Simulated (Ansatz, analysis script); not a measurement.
# Energy of a turned moment in LaCrAsO, part 2 of 2

Wanted: the stiffness of the order of LaCrAsO against turning one moment and its images, from self-consistent constrained states.

Ansatz 0.2.0; LDA, PAW set soft_1 (files made for PBE).

So far. Step 3 (Collinear start 2: antiferro +-): It ends antiferromagnetic, with 2.20 μB on the largest site. Step 5 (Mesh refined): The run ends antiferromagnetic, with a net moment of 0 μB a cell.

## Step 6: The batch

Level of this step: Ansatz DFT on spinors, a batch of states with constrained moment directions; LDA, PAW set soft_1; PAW set soft_1 (Ansatz).

A canted state is in general not stationary, so a lock holds the direction of each moment by a field that the run finds for itself, with a floor under its size so that it cannot collapse. One batch solves all states on one mesh, so that their energies can be subtracted.

The input counts atoms from 0. Atom 3 (Cr) is the turned one, and with it all its lattice images.

The runs on spinors take the mesh 7×7×4.

Contents of input.yaml:

```yaml
crystal:
  lattice:
    - [4.0412, 0.0, 0.0]
    - [0.0, 4.0412, 0.0]
    - [0.0, 0.0, 8.9863]
  atoms:
    - { symbol: La, position: [0.5, 0.0, 0.1365] }
    - { symbol: La, position: [0.0, 0.5, 0.8635] }
    - { symbol: Cr, position: [0.0, 0.0, 0.5], spin: 2.18, spin_axis: [0.0, 0.0, 1.0] }
    - { symbol: Cr, position: [0.5, 0.5, 0.5], spin: 2.18, spin_axis: [0.0, 0.0, -1.0] }
    - { symbol: As, position: [0.5, 0.0, 0.6625] }
    - { symbol: As, position: [0.0, 0.5, 0.3375] }
    - { symbol: O, position: [0.0, 0.0, 0.0] }
    - { symbol: O, position: [0.5, 0.5, 0.0] }
kpoints:
  mp_grid: { grid: [7, 7, 4] }
hamiltonian:
  xc: lda
  pseudopotentials: { kind: paw, azcp: { folder: soft_1 }, xc_functional: pbe }
scf:
  occupations: { method: fermi_dirac, width: 0.05 }
  max_iter: 120
  convergence: { dr2_threshold: 1.0e-08 }
  lower_state_search: "off"
basis:
  ecutwfc: 420.0
magnetization:
  noncollinear: true
magnetic_configurations:
  lock: { kind: ray, floor_fraction: 0.25 }
  seed: rotate
  angular_fan:
    site: 3
    rotation_axis: [0, 1, 0]
    angles_deg: [0, 30, 60, 90, 135, 180]
```

On the command line:

```
$ ansatz run input.yaml --threads 4 --pin off --max-ram 8192MiB --backend cpu --events-out ev --progress --plain --runs-dir out
```

Numbers of over 12 decimals in the logs are rounded to 6 here.

The program printed:

```text
[...]
Crystal: 8 atoms, lattice volume = 146.758 Å³
Basis set: ecut = 420 eV, 2887 PW (Γ)
Bands: 112, of which v1, the nominal top of the filled ones, is band 92 counted from 1 (91 counted from 0)
Symmetry: 8 space group operations
k-points: 196 (irreducible under 1 space group operation)
[...]
Starting moments: Σ|m| = 4.36 μB on 2 of 8 sites
[...]
SCF iter   1: F=-29136.505627 eV  HF=-29476.487590 eV  |F-HF|=3.40e2  |Δ(HF+E_count)|=         —  Δρ=2.38e-1  dr2=3.49e2  dr2_m=1.25e0  ethr=1.00e-1  |M|=7.33e-16 ∫|m|=3.15e0 μB  |m|>n=0.0e0 m-floor=6.4e-2 τ_xc=4.5e-32  β_m=0.30  ⟨swp⟩=4.0  Hψ=63395  notcnv=0
[...]
spin=Noncollinear: Kerker preconditioning applied to the charge; magnetization (m_x, m_y, m_z) channels mix plain (no charge-response kernel on spin).
SCF iter   2: F=-29447.595309 eV  HF=-29471.181834 eV  |F-HF|=2.36e1  |Δ(HF+E_count)|=    5.31e0  Δρ=1.39e-1  dr2=2.67e1  dr2_m=1.00e0  ethr=1.00e-1  |M|=6.34e-17 ∫|m|=3.42e0 μB  |m|>n=0.0e0 m-floor=6.4e-2 τ_xc=2.1e-31  β_m=0.27  ⟨swp⟩=4.0  Hψ=47311  notcnv=0
[...]
SCF iter  20: F=-29465.567239 eV  HF=-29465.567239 eV  |F-HF|=9.26e-9  |Δ(HF+E_count)|=   4.44e-9  Δρ=1.87e-6  dr2=8.94e-9  dr2_m=2.24e-10  ethr=4.59e-11  |M|=1.99e-16 ∫|m|=5.16e0 μB  |m|>n=0.0e0 m-floor=2.4e-3 τ_xc=4.2e-25  ⟨swp⟩=4.2  Hψ=45387  notcnv=0  defer=81
SCF 1 converged in 20 iterations: F = -29465.567239 eV  dr2 = 8.94e-9
[...]
the search or the solves at the SCF's close seem to have found levels that the self-consistency loop had missed (the run counts 6). By its estimate they hold under 1e-12 electrons; where the run keeps them, the occupations were computed again with them
── magnetic configuration reference member: converged ──
── magnetic configuration member 1/6: fan3.0 ──
[...]
eigensolver tolerance schedule: the retry pair's looser diagonalisation over-reported the residual by 20941.14 of it (diagonalisation noise at an unbounded share of the residual, at the tolerance the schedule requests for it); recorded, not acted on — ethr = c·dr2/N_el stays at c = 1.0e-1
[...]
SCF 1 converged in 6 iterations: F = -29465.567239 eV  dr2 = 9.95e-9
── member 1 fan3.0: converged ──
── magnetic configuration member 2/6: fan3.30 ──
Symmetry: 1 space group operations
k-points: 196
[...]
SCF 1 converged in 12 iterations: F = -29465.555831 eV  dr2 = 3.25e-9
[...]
── member 2 fan3.30: converged ──
── magnetic configuration member 3/6: fan3.60 ──
[...]
Constraint outer step 1 at iter 16: max|Δm| = 1.40e-2 μB  λ_eff = 1.000 eV/μB²  [c0 t0: gradient δμ = +2.804e-2 eV/μB]
[...]
SCF 1 converged in 25 iterations: F = -29465.535499 eV  dr2 = 5.99e-9
── member 3 fan3.60: converged ──
── magnetic configuration member 4/6: fan3.90 ──
[...]
SCF 1 converged in 28 iterations: F = -29465.483438 eV  dr2 = 2.17e-9
── member 4 fan3.90: converged ──
── magnetic configuration member 5/6: fan3.135 ──
[...]
SCF 1 converged in 28 iterations: F = -29465.396618 eV  dr2 = 5.14e-9
── member 5 fan3.135: converged ──
── magnetic configuration member 6/6: fan3.180 ──
[...]
SCF 1 converged in 15 iterations: F = -29465.365169 eV  dr2 = 1.28e-9
── member 6 fan3.180: converged ──
SCF converged after 20 iterations
Stability not checked: this state was not tested for a lower state beside it, because a magnetisation constraint still acts at the end of the SCF (magnetization_constraint; see scf.lower_state_search)
Magnetization: |M| = 0.0000 μB,  M = (+0.0000, -0.0000, +0.0000) μB
Absolute magnetization: 5.1706 μB (∫|m|, with the PAW one-centre terms)
  site 0: m = (+0.0000, +0.0000, -0.0000) μB, |m| = 0.0000 μB  (R = 0.98 Å)
  site 1: m = (-0.0000, +0.0000, -0.0000) μB, |m| = 0.0000 μB  (R = 0.98 Å)
  site 2: m = (-0.0000, +0.0000, +2.1710) μB, |m| = 2.1710 μB  (R = 1.03 Å)
  site 3: m = (+0.0000, -0.0000, -2.1710) μB, |m| = 2.1710 μB  (R = 1.03 Å)
  site 4: m = (-0.0000, +0.0000, -0.0000) μB, |m| = 0.0000 μB  (R = 1.03 Å)
  site 5: m = (+0.0000, +0.0000, +0.0000) μB, |m| = 0.0000 μB  (R = 1.03 Å)
  site 6: m = (+0.0000, -0.0000, -0.0082) μB, |m| = 0.0082 μB  (R = 0.98 Å)
  site 7: m = (-0.0000, -0.0000, +0.0082) μB, |m| = 0.0082 μB  (R = 0.98 Å)
--- Magnetisation constraints (ε_frz = 1.0e-4 eV) ---
  site  kind           target                      achieved (μB)             |Δ|max (μB)  g (eV/μB)                     λ_eff  esc  ok   flags
  2     per_site_axis  ê (+0.000, +0.000, +1.000)  (-0.000, -0.000, +2.171)  6.03e-17     (-1.2e-16, -7.1e-33, +0.0e0)  1.000  0    yes
  3     per_site_axis  ê (+0.000, +0.000, -1.000)  (+0.000, -0.000, -2.171)  5.42e-16     (+1.1e-15, -7.1e-33, +0.0e0)  1.000  0    yes
Free energy (F): -29465.567239 eV
[...]
Internal energy: -29465.529325 eV  (E = F + TS)
E sigma→0 (E₀):  -29465.548282 eV
Entropy (-TS):   -0.037914 eV (-4.739 meV/atom)
Fermi energy:    11.723461 eV
[...]
--- Band table (eV; the first three rows and the last of 196) ---
  k-point 0: bands = [... 88 lower, 12.2843, 12.2843, 12.2906, 12.2906, 12.4904, 12.4904, 12.4904, 12.4904, ... 16 higher]
  k-point 1: bands = [... 88 lower, 12.0414, 12.0414, 12.3815, 12.3815, 12.4833, 12.4833, 12.4833, 12.4833, ... 16 higher]
  k-point 2: bands = [... 88 lower, 11.8299, 11.8299, 12.4481, 12.4481, 12.4762, 12.4762, 12.4762, 12.4762, ... 16 higher]
  k-point 195: bands = [... 88 lower, 11.4438, 11.4438, 12.1864, 12.1864, 12.2531, 12.2531, 12.5004, 12.5004, ... 16 higher]
--- Magnetic configurations: 6 members + reference (common group order 1, 196 k-points under it; ray lock λ = 1 eV/μ_B², moment radius default, seed rotate, symmetry detected) ---
  F: the free energy, without the constraint's penalty, at the texture the member reached; Δ(F+E_count)@target: (F + electron-count term + first-order target correction) against the reference's — the energy at the target texture, the difference a fit consumes
  member                      status             F (eV) Δ(F+E_count)@target (meV)  max|Δm| μB  max|g| eV/μB  outer  esc   |G|
  reference                converged     -29465.5672392                    +0.000    5.42e-16      1.08e-15      0    0     8
  fan3.0                   converged     -29465.5672392                    -0.000    5.42e-16      1.08e-15      0    0     8
  fan3.30                  converged     -29465.5558312                   +11.585     6.63e-3       1.33e-2      0    0     1
[...]
fan3.135                 converged     -29465.3966179                  +170.581     4.41e-4       4.16e-2      1    0     1
  fan3.180                 converged     -29465.3651688                  +202.070    2.23e-16      4.46e-16      0    0     8
```

Elapsed: 44 min, on 4 threads of Arm Neoverse V2, shared host; peak memory 4.5 GiB.

The batch gives an energy and a set of moments for each member that converges.

## Step 7: Energies against angle

All numbers here come from the batch. Energies are free energies plus the run's first-order correction to the targets, less the reference.

```csv
angle (°),energy (meV a cell),turned moment (μB)
0,0.00,2.171
30,11.58,2.194
60,31.76,2.209
90,83.85,2.135
135,170.58,1.915
180,202.07,1.821
```

## Step 8: What came out

```json
{
  "energy at 180°": "202 meV a cell",
  "turned moment": "2.17 μB at 0°, 1.82 μB at 180°"
}
```

**Reading.** Every turn costs energy, 202 meV a cell at 180°, so the antiferromagnetic reference is stable against this one rotation; no orders other than those typed and the 180° state were run. The turned moment goes from 2.17 to 1.82 μB, so its size depends on the angle, which a model of rigid spins leaves out. A bilinear and a biquadratic term do not describe the curve, so no constants are given. Spin–orbit coupling is switched off, and couplings of the turned atom to its own lattice images don't enter, since these turn with it. The mesh is coarse for a state with partly filled levels, so small values and close rankings are not settled. Energies are free energies at a smearing of 0.05 eV, and with partly filled levels differences shift, at times strongly, as the smearing goes to zero. In doubt: the program's search for lower states was switched off, so a lower magnetic state than those reached may exist.

[Logs and program files are shortened in this print: banners, set-up blocks, solver, clock and traceback lines can be left out without a mark of their own.]

[Logs are printed without paths, hosts, clocks, repeated set-up lines and the standing remarks that a program may print on its own settings, such as how far it seeks lower states.]

[Hosts, paths, dates, database ids (printed as entryN), source tags and the programs' standing remarks are cut or masked in the printed files.]
